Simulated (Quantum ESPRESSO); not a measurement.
Records of electronic-structure calculations.

**Magnetic state of Co2Ge from several starts**

The structure is orthorhombic, space group Pnma (No. 62). Conventional cell: a = 5.020 Å, b = 3.820 Å, c = 7.260 Å, α = 90.00°, β = 90.00°, γ = 90.00°. Nearest to Co lie 5 Ge at 2.35 to 2.68 Å and 5 Co at 2.55 to 2.68 Å. Nearest to Co lie 5 Ge at 2.42 to 2.62 Å and 7 Co at 2.54 to 2.68 Å. Nearest to Ge lie 9 Co at 2.35 to 2.62 Å. Farther neighbours are not listed.

```
Co Ge
1.0
     5.02000    0.00000    0.00000
     0.00000    3.82000    0.00000
     0.00000    0.00000    7.26000
Co Ge
8 4
Direct
  0.32576 0.25000 0.93750
  0.82576 0.25000 0.56250
  0.67424 0.75000 0.06250
  0.17424 0.75000 0.43750
  0.96247 0.25000 0.22356
  0.46247 0.25000 0.27644
  0.03753 0.75000 0.77644
  0.53753 0.75000 0.72356
  0.29635 0.25000 0.60505
  0.79635 0.25000 0.89495
  0.70365 0.75000 0.39495
  0.20365 0.75000 0.10505
```

- method: LDA; plane waves with GBRV 1.5 LDA potentials, no spin-orbit coupling (and 1 further level or step)
- program: Quantum ESPRESSO 7.5
- settings of one run: GBRV 1.5 LDA, potential files Ge: ge_lda_v1.4.uspp.F.UPF, Co: co_lda_v1.2.uspp.F.UPF, cutoff 544.23 eV, 6×8×4 k-mesh, 124 bands, fermi-dirac occupations, smearing width 0.1 eV, collinear spin, SCF threshold 2.40e-8, mesh matched on, starting moments 2 2 2 2 2 2 2 2 0 0 0 0 μB
- cost: 3 runs, 1.6 h in all on 8 MPI ranks of Arm Neoverse N1, shared host (the runs of this entry)
- notes: The run is spin-polarised, with a total moment of 3.61 μB a cell (absolute 4.21). This is the lowest of 2 collinear or spinless starts, no proof of the ground state. 1 further start did not converge.
- lowest state found: ferromagnetic (from ferro ++++++++)
- largest site moment: 0.599 μB
- state without moments: 3.08 meV a seeded atom higher

At this level spin polarisation gains little. 1 start lost its moments.

[Logs and program files are shortened in this print: banners, set-up blocks, solver, clock and traceback lines can be left out without a mark of their own.]

[Logs are printed without paths, hosts, clocks, repeated set-up lines and the standing remarks that a program may print on its own settings, such as how far it seeks lower states.]

[Hosts, paths, dates, database ids (printed as entryN), source tags and the programs' standing remarks are cut or masked in the printed files.]

[Where a cell is said to come from a database of computed structures, the database is the Materials Project.]
